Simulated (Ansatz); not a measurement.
# Amorphous poly(propylene oxide) (as short chains C35O12H72): a series in temperature

How do cells made at different temperatures differ in energy, pressure, forces, levels, charges and cost?

Computed with Ansatz 0.2.0: Kohn-Sham DFT, LDA, PAW (set soft_2). Every run is a single point, with the atoms held where the recipe put them (cutoff of the plane-wave runs 420 eV, fermi-dirac smearing of 0.025 eV).

First member: 2 poly(propylene oxide) chains of 11 units with methyl end groups placed at random, at 1.03 g/cm³; overlaps pushed apart, then 20 ps at 800 K with MMFF94 bonds, angles, torsions, charges and radii (Halgren, J. Comput. Chem. 17, 490 (1996)) in harmonic and 12-6 forms. Snapshot after 30 ps at 260 K and fixed volume.

Last member: 2 poly(propylene oxide) chains of 11 units with methyl end groups placed at random, at 0.888 g/cm³; overlaps pushed apart, then 20 ps at 800 K with MMFF94 bonds, angles, torsions, charges and radii (Halgren, J. Comput. Chem. 17, 490 (1996)) in harmonic and 12-6 forms. Snapshot after 30 ps at 440 K and fixed volume.

The members:

```
temperature (K)  reduced formula  atoms  valence electrons  k-mesh        basis  density (g/cm³)
            260        H72C35O12    238                568   1×1×1  plane waves             1.03
            300        H72C35O12    238                568   1×1×1  plane waves                1
            340        H72C35O12    238                568   1×1×1  plane waves            0.968
            380        H72C35O12    238                568   1×1×1  plane waves            0.936
            440        H72C35O12    238                568   1×1×1  plane waves            0.888
```

Each cell is one sample from a classical run, so sample-to-sample scatter enters every column; pressures lack the kinetic term, and hold the strain of bonds inside molecules, whose lengths the classical model set.

The input of the first member, without its atom lines; other members have their own cell and atoms, and may differ in mesh, basis and outputs:

```yaml
crystal:
  lattice:
    - [13.01425, 0.0, 0.0]
    - [0.0, 13.01425, 0.0]
    - [0.0, 0.0, 13.01425]
  atoms:
    [... 238 lines ...]
kpoints:
  mp_grid: { grid: [1, 1, 1] }
hamiltonian:
  xc: lda
scf:
  occupations: { method: fermi_dirac, width: 0.025 }
output:
  forces: true
  stress: true
  populations: intrinsic
  dos:
    method: { smearing: { sigma: 0.15 } }
    de: 0.1
    projected: { site_lists: { C: [C], H: [H], O: [O] } }
  eigenvalues: true
  write_density: true
  write_potential: true
  volumetric_format: npy
```

**Question.** How do the results, the time and the memory go along the series?

Results; charges are mean intrinsic-atomic-orbital charges in e:

```
temperature (K)  energy less the first member's (meV/atom)  pressure (GPa)  r.m.s. force (eV/Å)  gap (eV)   q(C)   q(H)   q(O)
            260                                        0.0         -0.0984                0.892                4.13  -0.22  +0.17  -0.40
            300                                        5.4          -0.166                0.961                4.15  -0.22  +0.17  -0.40
            340                                        5.2          -0.761                0.890                4.00  -0.22  +0.17  -0.40
            380                                       20.0          -0.571                 1.03                4.22  -0.23  +0.18  -0.40
            440                                       27.1           0.879                 1.19                4.06  -0.23  +0.18  -0.40
```

The gap is that between the highest filled and lowest empty Kohn-Sham level on the run's k-points, and local or semilocal functionals tend to put gaps under measured ones.

Cost on 8 threads of Arm Neoverse V2, shared host:

```
temperature (K)  atoms        basis  k-mesh  SCF cycles  time  host memory (GiB)
            260    238  plane waves   1×1×1          11  28 s                3.0
            300    238  plane waves   1×1×1          11  30 s                3.0
            340    238  plane waves   1×1×1          11  29 s                3.1
            380    238  plane waves   1×1×1          11  29 s                3.2
            440    238  plane waves   1×1×1          11  32 s                3.4
```

Times include the outputs that each run asked for, on hosts shared with other jobs.

The energy against the first member is lowest at 260 K (0.0 meV/atom) and highest at 440 K (27.1 meV/atom), rising overall but not at every step; each member is a single configuration. The gap is lowest at 340 K (4 eV) and highest at 380 K (4.22 eV), with no steady trend; in single samples it varies with the configuration. The density spans 0.888 to 1.03 g/cm³, so the columns mix its effect with that of the temperature. The pressure is lowest at 340 K (-0.76 GPa) and highest at 440 K (0.88 GPa), with no steady trend; the recipes set unlike densities, and the bond lengths of the classical model enter the pressure too. The r.m.s. force lies between 0.89 and 1.2 eV/Å, rising overall but not at every step.

**Limits.** The network of contacts between molecules at the start is that of the classical potential that made the cell, and needn't be the one that DFT or experiment would give. The cells aren't relaxed by DFT, which could reorder their energies. The functional has no dispersion term, which matters between molecules.

[Logs are printed without paths, hosts, clocks, repeated set-up lines and the standing remarks that a program may print on its own settings, such as how far it seeks lower states.]

[Hosts, paths, dates, database ids (printed as entryN), source tags and the programs' standing remarks are cut or masked in the printed files.]

[The MMFF94 radii named for the starting cell were scaled by 0.96; in molecules described by MMFF94, hydrogen bound to N, O or S took a small fixed 12-6 site in their place.]
